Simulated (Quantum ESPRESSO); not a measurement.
# KCaCl3 (Pm-3m): freezing in an unstable mode

Aim: the energy of KCaCl3 (Pm-3m) along its softest mode at Γ, fitted by an even polynomial.

Calculated with Quantum ESPRESSO 7.5; DFT LDA, scalar-relativistic, plane waves, PseudoDojo norm-conserving pseudopotentials.

## 1. The relaxed structure

The structure is cubic, space group Pm-3m (No. 221). The conventional cell has a = 5.202 Å, b = 5.202 Å, c = 5.202 Å, α = 90.00°, β = 90.00°, γ = 90.00°. Nearest to K lie 12 Cl at 3.68 Å. Nearest to Ca lie 6 Cl at 2.60 Å. Nearest to Cl lie 2 Ca at 2.60 Å and 4 K at 3.68 Å. Farther neighbours and most contacts between anions are not listed.

Structure file:

```xyz
5
Lattice="5.2020 0.0000 0.0000 0.0000 5.2020 0.0000 0.0000 0.0000 5.2020" Properties=species:S:1:pos:R:3 pbc="T T T"
K     0.0000    0.0000    0.0000
Ca    2.6010    2.6010    2.6010
Cl    0.0000    2.6010    2.6010
Cl    2.6010    0.0000    2.6010
Cl    2.6010    2.6010    0.0000
```

This is the cell after its relaxation at this level of theory, not the database cell from which that began.

## 2. The unstable mode

Linear response at Γ, with the sum rule, finds imaginary modes; the lowest is taken, along z where it is degenerate, and its pattern is scaled so that the atom that moves most moves by Q. Cutoff 79 Ry, k mesh 4×4×4.

The log of the run:

```text
[banners, grids, parts of the stress and lines that vanish by symmetry left out]
Program DYNMAT v.7.5
     Reading Dynamical Matrix from file g.dyn
     ...Force constants read
     ...epsilon and Z* read
     A direction for q was not specified:TO-LO splitting will be absent

     Polarizability (A^3 units)
     multiply by 0.628638 for Clausius-Mossotti correction
        19.853073    0.000000    0.000000
         0.000000   19.853073    0.000000
[...]
IR activities are in (D/A)^2/amu units

# mode   [cm-1]    [THz]      IR
    1    -56.51   -1.6941    1.9919
    2    -56.51   -1.6941    1.9919
[...]
14    318.30    9.5425    5.2846
   15    318.30    9.5425    5.2846

Electronic dielectric permittivity tensor (relative, adimensional)
[...]
... with zone-center polar mode contributions
[...]
0.000000    4.343351    0.000000
        -0.000000    0.000000    4.343351

=------------------------------------------------------------------------------=
   JOB DONE.
=------------------------------------------------------------------------------=
[end of the log left out, with the tail of the file of modes that dynmat.x writes under the same name]
```

The mode has the frequency 56.5i cm⁻¹ and the mass m = Σ Mᵢ uᵢ² = 55.40 u for this scaling.

```tsv
atom	x	y	z
K1	0.000	0.000	-1.000
Ca2	0.000	0.000	0.048
Cl3	0.000	0.000	0.472
Cl4	0.000	0.000	0.472
Cl5	0.000	0.000	0.104
```

## 3. Energies along the mode

Single points at fixed cell, with no other coordinate relaxed.

From the run at Q = 0.067 Å; the symmetric cell has -3216.4177 eV:

The log of the run:

```text
[banners, grids, parts of the stress and lines that vanish by symmetry left out]
[banner, memory and clock lines left out]
Program PWSCF v.7.5

[...]
kinetic-energy cutoff     =      79.0000  Ry
     charge density cutoff     =     316.0000  Ry
     scf convergence threshold =      1.0E-11
[...]
Exchange-correlation= SLA  PW   NOGX NOGC
                           (   1   4   0   0   0   0   0)
[...]
8 Sym. Ops. (no inversion) found
[...]
number of k points=    18
[...]
c_bands:  1 eigenvalues not converged
[...]
c_bands:  1 eigenvalues not converged
     c_bands:  1 eigenvalues not converged
[...]
End of self-consistent calculation
[...]
highest occupied, lowest unoccupied level (ev):     1.7676    6.3446
!    total energy              =    -236.40244691 Ry
[...]
convergence has been achieved in   9 iterations
[...]
atom    1 type  1   force =     0.00000000    0.00000000   -0.00117951
     atom    2 type  2   force =     0.00000000    0.00000000    0.00006436
     atom    3 type  3   force =     0.00000000    0.00000000    0.00050006
     atom    4 type  3   force =     0.00000000    0.00000000    0.00050006
     atom    5 type  3   force =     0.00000000    0.00000000    0.00011502
     Total force =     0.001382     Total SCF correction =     0.000012

     XML data file, charge density, pseudopotentials, collected wavefunctions
```

The point at Q = 0.133 Å is held back.

```tsv
Q (Å)	energy change (meV/cell)
0	0.00
0.067	-1.45
0.133	?
0.2	-11.89
0.267	-19.60
0.333	-27.40
0.4	-34.13
0.467	-38.01
0.533	-37.30
0.6	-30.10
```

## 4. The fit

Least squares on E = a Q² + b Q⁴ + c Q⁶ gives a = -326 meV/Å², b = 733 meV/Å⁴ and c = -162 meV/Å⁶. The minimum lies at Q = 0.492 Å, 38.4 meV a cell below the symmetric structure.

The curvature at Q = 0 is m ω² = 2a, so ω = 521.47 √(2a/m) cm⁻¹ with a in eV/Å² and m in u: 56.6i cm⁻¹, against 56.5i from linear response. At Q = 0.133 Å the fit predicts -5.54 meV.

## 5. The point that was held back

The log of the run:

```text
[banners, grids, parts of the stress and lines that vanish by symmetry left out]
[banner, memory and clock lines left out]
Program PWSCF v.7.5

[...]
kinetic-energy cutoff     =      79.0000  Ry
     charge density cutoff     =     316.0000  Ry
     scf convergence threshold =      1.0E-11
[...]
Exchange-correlation= SLA  PW   NOGX NOGC
                           (   1   4   0   0   0   0   0)
[...]
8 Sym. Ops. (no inversion) found
[...]
number of k points=    18
[...]
c_bands:  1 eigenvalues not converged
[...]
End of self-consistent calculation
[...]
highest occupied, lowest unoccupied level (ev):     1.7665    6.3495
!    total energy              =    -236.40274774 Ry
[...]
convergence has been achieved in   9 iterations
[...]
atom    1 type  1   force =     0.00000000    0.00000000   -0.00220648
     atom    2 type  2   force =     0.00000000    0.00000000    0.00012801
     atom    3 type  3   force =     0.00000000    0.00000000    0.00092499
     atom    4 type  3   force =     0.00000000    0.00000000    0.00092499
     atom    5 type  3   force =     0.00000000    0.00000000    0.00022849
     Total force =     0.002578     Total SCF correction =     0.000007

     XML data file, charge density, pseudopotentials, collected wavefunctions
```

It lies at -5.54 meV, 0.00 meV from the prediction.

## 6. Outcome

| Property | Result |
| --- | --- |
| depth of the well | 38.4 meV a cell |
| amplitude at the minimum | 0.49 Å |

Along this mode KCaCl3 (Pm-3m) gains 38.4 meV a cell at Q = 0.49 Å, which is 1.48 times k_BT at 300 K. The curvature of the fit and the linear response differ by 0 % in frequency. Strain and the other modes were held fixed; relaxing them can only deepen the well. A depth for one cell is no transition temperature: that needs the coupling between cells.

[Host names and launcher messages were left out of these logs when they were recorded.]

[Logs are printed without paths, hosts, clocks, repeated set-up lines and the standing remarks that a program may print on its own settings, such as how far it seeks lower states.]

[Hosts, paths, dates, database ids (printed as entryN), source tags and the programs' standing remarks are cut or masked in the printed files.]
